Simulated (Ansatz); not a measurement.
**Resistivity from frozen vibrations: Ta(100) with 4 thermally displaced layers, 2x2**

How much do lattice vibrations at 300 K scatter the electrons of Ta? Layers with random displacements are laid between perfect leads, and the resistance is followed against their length. The measured value for the pure metal at this temperature is 13.5 µΩ cm (CRC Handbook of Chemistry and Physics, 84th ed., 2003, Electrical Resistivity of Pure Metals).

Method: Ansatz plane-wave DFT, PBE, PAW files; ballistic transport by layer matching (Landauer), zero bias; PAW set soft_1, in Ansatz 0.2.0.

## 1. Starting point

The cell holds 56 atoms: 56 Ta. Its edges and angles: a = 6.605 Å, b = 6.605 Å, c = 23.118 Å, α = 90.0°, β = 90.0°, γ = 90.0°. It derives from Ta. Regions: lead, 40 atoms (40 Ta); scattering region, 16 atoms (16 Ta). The structure is stacked along c, and the current runs across the ab planes.

## 2. With 4 displaced layers

Each atom of 4 layers is moved at random, by amounts drawn from a normal law 0.0653 Å wide in each direction from the Debye model (240 K) at 300 K. The layers about the cell's end stay perfect and serve as the lead. Disorder leaves little or no symmetry, which makes such runs dear. Energies from -0.05 to 0.05 eV in steps of 0.05 eV are too few for the program's thermal sum, so it prints no conductance; for a metal the transmission near the Fermi level serves, at a fraction of the cost.

input.yaml

```yaml
crystal:
  lattice:
    - [6.60512, 0.0, 0.0]
    - [0.0, 6.60512, 0.0]
    - [0.0, 0.0, 23.11792]
  atoms:
    - { symbol: Ta, position: [0.0, 0.0, 0.0357142857] }
    - { symbol: Ta, position: [0.0, 0.5, 0.0357142857] }
    - { symbol: Ta, position: [0.5, 0.0, 0.0357142857] }
    - { symbol: Ta, position: [0.5, 0.5, 0.0357142857] }
    - { symbol: Ta, position: [0.25, 0.25, 0.1071428571] }
    - { symbol: Ta, position: [0.25, 0.75, 0.1071428571] }
    - { symbol: Ta, position: [0.75, 0.25, 0.1071428571] }
    - { symbol: Ta, position: [0.75, 0.75, 0.1071428571] }
    - { symbol: Ta, position: [0.0, 0.0, 0.1785714286] }
    - { symbol: Ta, position: [0.0, 0.5, 0.1785714286] }
    - { symbol: Ta, position: [0.5, 0.0, 0.1785714286] }
    - { symbol: Ta, position: [0.5, 0.5, 0.1785714286] }
    - { symbol: Ta, position: [0.25, 0.25, 0.25] }
    - { symbol: Ta, position: [0.25, 0.75, 0.25] }
    - { symbol: Ta, position: [0.75, 0.25, 0.25] }
    - { symbol: Ta, position: [0.75, 0.75, 0.25] }
    - { symbol: Ta, position: [0.0, 0.0, 0.3214285714] }
    - { symbol: Ta, position: [0.0, 0.5, 0.3214285714] }
    - { symbol: Ta, position: [0.5, 0.0, 0.3214285714] }
    - { symbol: Ta, position: [0.5, 0.5, 0.3214285714] }
    - { symbol: Ta, position: [0.2499325192, 0.2603408385, 0.3949515421] }
    - { symbol: Ta, position: [0.2571561112, 0.7660011574, 0.389452397] }
    - { symbol: Ta, position: [0.7438027177, 0.2369456077, 0.3925528275] }
    - { symbol: Ta, position: [0.7598725038, 0.7497830512, 0.3942576108] }
    - { symbol: Ta, position: [0.9811125777, 0.0014536888, 0.4617243187] }
    - { symbol: Ta, position: [0.0175492354, 0.508766259, 0.4669668738] }
    - { symbol: Ta, position: [0.4994281196, 0.0060579749, 0.4661437323] }
    - { symbol: Ta, position: [0.4965956744, 0.4950836143, 0.4639615722] }
    - { symbol: Ta, position: [0.2440152735, 0.2441251184, 0.534913975] }
    - { symbol: Ta, position: [0.2427997913, 0.7575749392, 0.5312066074] }
    - { symbol: Ta, position: [0.758140685, 0.2438164476, 0.5341724382] }
    - { symbol: Ta, position: [0.7366472478, 0.7485742064, 0.5350148383] }
    - { symbol: Ta, position: [0.0018924882, 0.994723788, 0.607407644] }
    - { symbol: Ta, position: [0.017987153, 0.5040428494, 0.6055226377] }
    - { symbol: Ta, position: [0.509421226, 0.9987268362, 0.6088200816] }
    - { symbol: Ta, position: [0.5060568397, 0.496134423, 0.6016913255] }
    - { symbol: Ta, position: [0.25, 0.25, 0.6785714286] }
    - { symbol: Ta, position: [0.25, 0.75, 0.6785714286] }
    - { symbol: Ta, position: [0.75, 0.25, 0.6785714286] }
    - { symbol: Ta, position: [0.75, 0.75, 0.6785714286] }
    - { symbol: Ta, position: [0.0, 0.0, 0.75] }
    - { symbol: Ta, position: [0.0, 0.5, 0.75] }
    - { symbol: Ta, position: [0.5, 0.0, 0.75] }
    - { symbol: Ta, position: [0.5, 0.5, 0.75] }
    - { symbol: Ta, position: [0.25, 0.25, 0.8214285714] }
    - { symbol: Ta, position: [0.25, 0.75, 0.8214285714] }
    - { symbol: Ta, position: [0.75, 0.25, 0.8214285714] }
    - { symbol: Ta, position: [0.75, 0.75, 0.8214285714] }
    - { symbol: Ta, position: [0.0, 0.0, 0.8928571429] }
    - { symbol: Ta, position: [0.0, 0.5, 0.8928571429] }
    - { symbol: Ta, position: [0.5, 0.0, 0.8928571429] }
    - { symbol: Ta, position: [0.5, 0.5, 0.8928571429] }
    - { symbol: Ta, position: [0.25, 0.25, 0.9642857143] }
    - { symbol: Ta, position: [0.25, 0.75, 0.9642857143] }
    - { symbol: Ta, position: [0.75, 0.25, 0.9642857143] }
    - { symbol: Ta, position: [0.75, 0.75, 0.9642857143] }
kpoints:
  mp_grid: { grid: [4, 4, 1] }
hamiltonian:
  xc: pbe
  pseudopotentials: { kind: paw, azcp: { folder: soft_1 } }
scf:
  occupations: { method: fermi_dirac, width: 0.1 }
output:
  transmission: { leads: [[0, 4]], kmesh: [8, 8], e_range: [-0.05, 0.05], de: 0.05 }
  write_potential: true
  write_density: true
  volumetric_format: npy
  elf: true
```

The run is started by

```sh
$ ansatz run input.yaml --threads 4 --pin off --max-ram 15360MiB --backend cpu --events-out ev --progress --plain --runs-dir out
```

Numbers of over 12 decimals in the logs are rounded to 6 here.

The program printed:

```text
Engine: ansatz 0.2.0, aarch64-unknown-linux-gnu
Pseudopotentials: kind: paw
Pseudopotential: Ta, paw, valence charge 13, recommended cutoff 420 eV (normal), soft_1/Ta.paw.azcp
Functional definition: PBE
  parameter kappa = 0.804
  parameter beta = 0.066725
  exchange = pbe_x(kappa = kappa, mu = beta*pi^2/3)
  correlation = pbe_c(beta = beta)
Crystal: 56 atoms, lattice volume = 1008.580 Å³
Basis set: ecut = 420 eV, 19677 PW (Γ)
Bands: 437, of which v1, the nominal top of the filled ones, is band 364 counted from 1 (363 counted from 0)
Symmetry: 1 space group operations
Space group: P1 (ITA 1), of the structure as read, at distance tolerance 1.0e-4 Å
k-points: 10 of 16 (time reversal used)
Non-local potential: Ta, projectors of the file, l = 0: 3, l = 1: 2, l = 2: 2, l = 3: 1
PAW form: soft (Blöchl's): semilocal exchange-correlation on the pseudo side does not see the compensation charge
PAW one-centre angular grid: Ta, 590 points (default); XC on 64 Gauss nodes
Initial density: superposition of atomic densities (chi_scale 0.1, normalization cell)
Initial wavefunctions: pseudopotential atomic-orbital guess
Functional: x = pbe(κ = 0.804, μ = 0.219515), c = pbe(β = 0.066725)
SCF iter   1: F=—  HF=-556267.793269 eV  |F-HF|=—  |Δ(HF+E_count)|=         —  Δρ=4.15e-2  dr2=1.98e1  ethr=3.10e-3  ⟨swp⟩=5.7  Hψ=17225  notcnv=0  defer=2
preconditioner: auto → Kerker (q_TF=auto, 2.584 Å⁻¹)  [metal: Δε(μ)=0.004 eV  Ē_g=4.262 eV  σ=0.100 eV  W_gap=0.01  n_scr=294 (ndim 8)  ℏωp=19.6 eV  f_vac=0.000  D(μ)=66.30/eV (n_scr^D=700)]
SCF iter   2: F=—  HF=-556263.633769 eV  |F-HF|=—  |Δ(HF+E_count)|=    4.16e0  Δρ=2.56e-2  dr2=6.96e0  ethr=2.72e-3  ⟨swp⟩=2.0  Hψ=5403  notcnv=0  defer=139
SCF iter   3: F=—  HF=-556261.443449 eV  |F-HF|=—  |Δ(HF+E_count)|=    2.19e0  Δρ=2.56e-3  dr2=5.27e-2  ethr=9.56e-4  ⟨swp⟩=2.2  Hψ=7647  notcnv=0  defer=139
SCF iter   4: F=—  HF=-556261.438396 eV  |F-HF|=—  |Δ(HF+E_count)|=   5.05e-3  Δρ=2.95e-4  dr2=6.75e-4  ethr=7.24e-6  ⟨swp⟩=2.4  Hψ=6773  notcnv=0  defer=139
SCF iter   5: F=—  HF=-556261.438311 eV  |F-HF|=—  |Δ(HF+E_count)|=   8.52e-5  Δρ=6.34e-5  dr2=1.88e-5  ethr=9.27e-8  ⟨swp⟩=2.0  Hψ=7548  notcnv=0  defer=139
SCF iter   6: F=—  HF=-556261.437649 eV  |F-HF|=—  |Δ(HF+E_count)|=   6.62e-4  Δρ=7.17e-6  dr2=3.55e-7  ethr=2.58e-9  ⟨swp⟩=2.0  Hψ=7962  notcnv=0  defer=139
SCF iter   7: F=-556261.437649 eV  HF=-556261.437649 eV  |F-HF|=8.15e-10  |Δ(HF+E_count)|=   2.67e-8  Δρ=1.03e-6  dr2=8.30e-9  ethr=1.37e-11  ⟨swp⟩=10.6  Hψ=11327  notcnv=0
SCF 1 converged in 7 iterations: F = -556261.437649 eV  dr2 = 8.30e-9
  greatest PAW one-centre occupation: 0.999 electrons in one spin orbital (limit 2), on the Ta atom at site 27 (counted from 0), in its partial waves of l = 0
transmission: 144 of 1428 steps passed
transmission: 288 of 1428 steps passed
[...]
transmission: 1428 of 1428 steps passed
SCF converged after 7 iterations
Free energy (F): -556261.437649 eV
Harris-Foulkes:  -556261.437649 eV  (|F-HF|=8.15e-10)
Internal energy: -556259.124393 eV  (E = F + TS)
E sigma→0 (E₀):  -556260.281021 eV
Entropy (-TS):   -2.313256 eV (-41.308 meV/atom)
Fermi energy:    18.523481 eV
--- Per-component energies (eV) ---
  E_band       = -5880.335669
  E_kinetic    = 22047.565367
  E_local      = -30717.969996  (includes V_loc(G=0)·N_el)
  E_nonlocal   = -614.237071
  E_hartree    = 11133.225574
  E_xc         = -17994.615340
  E_vxc        = -13089.763246  (∫ρ·V_xc dr)
  E_paw        = -465060.960406  (= ΣΔE_a)
  E_vpaw       = -5772.386023  (= ΣTr[D̂ρ^β])
  E_aug_tail   = 0.005372  (compensation charges beyond the density's cutoff)
  E_ewald      = -75052.137891
  E_smearing   = -2.313256  (= −TS)
  E_closure    = 0.000000  (closes the sum)
  Σ components = -556261.437649   (vs F -556261.437649, Δ=0.00e0)
--- Band table (eV; the first three rows and the last of 10) ---
  k-point 0: bands = [... 360 lower, 19.1819, 19.1831, 19.2015, 19.2313, 19.2364, 19.2507, 19.3775, 19.4060, ... 69 higher]
  k-point 1: bands = [... 360 lower, 18.8741, 18.8883, 18.8961, 18.9084, 18.9382, 18.9534, 18.9809, 19.0069, ... 69 higher]
  k-point 2: bands = [... 360 lower, 18.3864, 18.4046, 18.4406, 18.4439, 18.4701, 18.4859, 18.5957, 18.5982, ... 69 higher]
  k-point 9: bands = [... 360 lower, 17.9312, 17.9369, 17.9384, 17.9459, 17.9527, 17.9655, 17.9789, 17.9828, ... 69 higher]
--- Transmission ---
  basis      : 377 plane waves across, 42 finite elements along
  points     : 34, standing for a mesh of 8 x 8
  energies   : 3 from -0.050000 to 0.050000 eV about the Fermi level, 0.050000 eV apart; the leads are filled to 0.000000 eV, and channels, transmission and decay are at 0.000000 eV
  crystal 0  : Ta4, at the sites [0, 4], period 1.6513 Å, over 16.51 Å; its Hamiltonian steps by up to 2.1 meV
    offset         : up to 0.0000 Å between an atom of the period and one for which it stands
    channels       : 1.048438e1 a spin
    conductance    : none, the energies end too early or step too widely for 300 K: set another output.transmission.e_range or a lower de, or, where they end at an eighth of basis.ecutwfc, a higher one
  junction   : crystal 0 to crystal 0, 0.70 to 22.16 Å
    transmission   : 8.592783e0 a spin
    conductance    : none, the energies end too early or step too widely for 300 K: set another output.transmission.e_range or a lower de, or, where they end at an eighth of basis.ecutwfc, a higher one
```

Elapsed: 31 min, on 4 threads of Arm Neoverse N1, shared host; peak memory 8.3 GiB; 1.7 h of CPU time.

This step gave:

```
free energy                                    : -556261.4376 eV
energy at zero smearing                        : -556260.2810 eV
Fermi energy                                   : 18.52 eV
cell area                                      : 43.63 Å²
transmission per spin nearest the Fermi level  : 8.593
open channels per spin nearest the Fermi level : 10.48
step of the lead's potential                   : 2.1 meV
```

Per spin. Table of transmission, zone mean by energy, zero at the Fermi level:

| energy (eV) | transmission, zone mean |
| --- | --- |
| -0.0500 | 8.70 |
| 0.0000 | 8.59 |
| 0.0500 | 8.31 |

Per spin. Table of open channels, zone mean, lead by energy, zero at the Fermi level:

| energy (eV) | open channels, zone mean, lead |
| --- | --- |
| -0.0500 | 10.3 |
| 0.0000 | 10.5 |
| 0.0500 | 10.1 |

Transmission over k1 and k2. At 0.0000 eV from the Fermi level.

Ten even steps from '0' (3.7) to '9' (11.2):
```
20388730
33899993
67989897
67999997
67989897
33999983
20378830
02366632
```
Columns: k1 (b1) from -0.5 to 0.375; rows upwards: k2 (b2) from -0.5 to 0.375.

Open channels over k1 and k2. At 0.0000 eV from the Fermi level.

Values, 8 rows by 8 columns:
```
 6.0  4.0  9.0 12.0 12.0 12.0  9.0  4.0
 8.0  9.0 13.0 14.0 14.0 14.0 13.0  9.0
10.0 12.0 14.0 11.0 11.0 11.0 14.0 12.0
10.0 12.0 14.0 11.0 11.0 11.0 14.0 12.0
10.0 12.0 14.0 11.0 11.0 11.0 14.0 12.0
 8.0  9.0 13.0 14.0 14.0 14.0 13.0  9.0
 6.0  4.0  9.0 12.0 12.0 12.0  9.0  4.0
 4.0  6.0  8.0 10.0 10.0 10.0  8.0  6.0
```
Columns: k1 (b1) from -0.5 to 0.375; rows upwards: k2 (b2) from -0.5 to 0.375.

Electrostatic potential energy in the ca plane at fractional y = 0.000, with atoms of Ta within 0.2 Å of it. With pseudopotentials it is smooth inside the atoms' cores, unlike the true potential.

Values in eV, 10 rows by 16 columns, each cell a mean:
```
-25 -10  18 -13 -22  16  -5 -34  11  12 -29  -1  17 -21 -14  18
 10  14  20  13  11  19  13   3  18  19   9  16  20  11  13  20
 19  20  20  19  19  20  19  18  20  20  18  20  20  19  19  20
  1   8  20   7   2  19  14  -1  16  17  -4  10  19   3   6  20
-32 -15  18 -19 -29  16  -1 -38   6  10 -38  -8  16 -28 -20  18
-25 -10  18 -13 -22  17   2 -30   9  13 -25  -1  17 -21 -14  18
 10  14  20  13  11  19  17   8  18  19  11  17  20  11  13  20
 19  20  20  20  19  20  20  20  20  20  19  20  20  19  19  20
  1   8  20   7   2  19  14   6  18  17  -2  12  19   3   6  20
-32 -15  18 -19 -29  16  -4 -32  11   9 -37  -6  16 -28 -20  18
```
Columns run along c (16.0 Å, from fractional 0.15 to 0.85 of the cell; values clipped at the 3rd and 97th percentile), rows up along a (6.6 Å). Atoms in or near the plane, at fractional coordinates: Ta at (0.18, 0.00), Ta at (0.18, 0.50), Ta at (0.32, 0.00), Ta at (0.32, 0.50), Ta at (0.46, 0.98), Ta at (0.47, 0.50), Ta at (0.61, 0.00), Ta at (0.61, 0.51), Ta at (0.75, 0.00), Ta at (0.75, 0.50).

Valence density in the ca plane at fractional y = 0.000, with atoms of Ta within 0.2 Å of it. It is the smooth field of the valence electrons, not physical close to the nuclei.

Values in e/Å³, 10 rows by 16 columns, each cell a mean:
```
3.0 1.9 0.2 2.1 2.8 0.3 1.6 3.8 0.5 0.5 3.4 1.2 0.3 2.7 2.2 0.2
0.5 0.4 0.2 0.4 0.5 0.3 0.4 0.9 0.3 0.3 0.5 0.3 0.2 0.5 0.4 0.2
0.2 0.2 0.2 0.2 0.2 0.2 0.3 0.3 0.2 0.2 0.3 0.2 0.2 0.2 0.2 0.2
1.0 0.6 0.2 0.7 0.9 0.3 0.4 1.1 0.3 0.3 1.4 0.6 0.3 0.9 0.7 0.2
3.5 2.3 0.3 2.5 3.3 0.3 1.3 4.0 0.8 0.6 3.9 1.8 0.3 3.2 2.7 0.3
3.0 1.9 0.2 2.1 2.8 0.3 1.0 3.6 0.6 0.4 3.1 1.2 0.3 2.7 2.2 0.2
0.5 0.4 0.2 0.4 0.5 0.2 0.3 0.5 0.3 0.2 0.4 0.3 0.2 0.5 0.4 0.2
0.2 0.2 0.2 0.2 0.2 0.2 0.2 0.2 0.2 0.2 0.2 0.2 0.2 0.2 0.2 0.2
1.0 0.6 0.2 0.7 0.9 0.3 0.4 0.7 0.3 0.3 1.2 0.5 0.2 0.9 0.7 0.2
3.5 2.3 0.3 2.5 3.3 0.3 1.5 3.6 0.5 0.6 4.0 1.6 0.3 3.2 2.7 0.3
```
Columns run along c (16.0 Å, from fractional 0.15 to 0.85 of the cell), rows up along a (6.6 Å). Atoms in or near the plane, at fractional coordinates: Ta at (0.18, 0.00), Ta at (0.18, 0.50), Ta at (0.32, 0.00), Ta at (0.32, 0.50), Ta at (0.46, 0.98), Ta at (0.47, 0.50), Ta at (0.61, 0.00), Ta at (0.61, 0.51), Ta at (0.75, 0.00), Ta at (0.75, 0.50).

ELF in the ca plane at fractional y = 0.000, with atoms of Ta within 0.2 Å of it. It is the smooth field of the valence electrons, not physical close to the nuclei.

Ten even steps from '0' (0.10) to '9' (0.71), each cell a mean:
```
97595143288595142294395153188595143288595143
48973365248972364279983365248972365248973365
22223566422223676424433566422223566422223566
53246655653246656642235655653246655653246655
64456655664457655664457655664356655664456655
31124666531124666642124666531124666531124666
25642466325642466325542476336752476325642466
79994254279894254169895254179795254279894254
95186142285086143186077143185077132295086142
97595143288595143188596143179696143288595143
48973365248972365248983365237862365248973365
22223566422223566422223566421113566422223566
53246655653246655653235655653346655653246655
64456655664456655665466645664456655664456655
31124666531124666532235666531124666531124666
25642476325642466323322576335642476325642466
79994254279894254269982364279894254279894254
95186142285086142295494142285086142295086142
```
Columns run along c (16.0 Å, from fractional 0.15 to 0.85 of the cell), rows up along a (6.6 Å). Atoms in or near the plane, at fractional coordinates: Ta at (0.18, 0.00), Ta at (0.18, 0.50), Ta at (0.32, 0.00), Ta at (0.32, 0.50), Ta at (0.46, 0.98), Ta at (0.47, 0.50), Ta at (0.61, 0.00), Ta at (0.61, 0.51), Ta at (0.75, 0.00), Ta at (0.75, 0.50).

Over the solved energies the transmission per spin lies between 8.31 and 8.70, out of 10.3 channels of the lead on average (up to 10.5).

(Part 1 of 2 ends here.)

[Logs are printed without paths, hosts, clocks, repeated set-up lines and the standing remarks that a program may print on its own settings, such as how far it seeks lower states.]

[Hosts, paths, dates, database ids (printed as entryN), source tags and the programs' standing remarks are cut or masked in the printed files.]
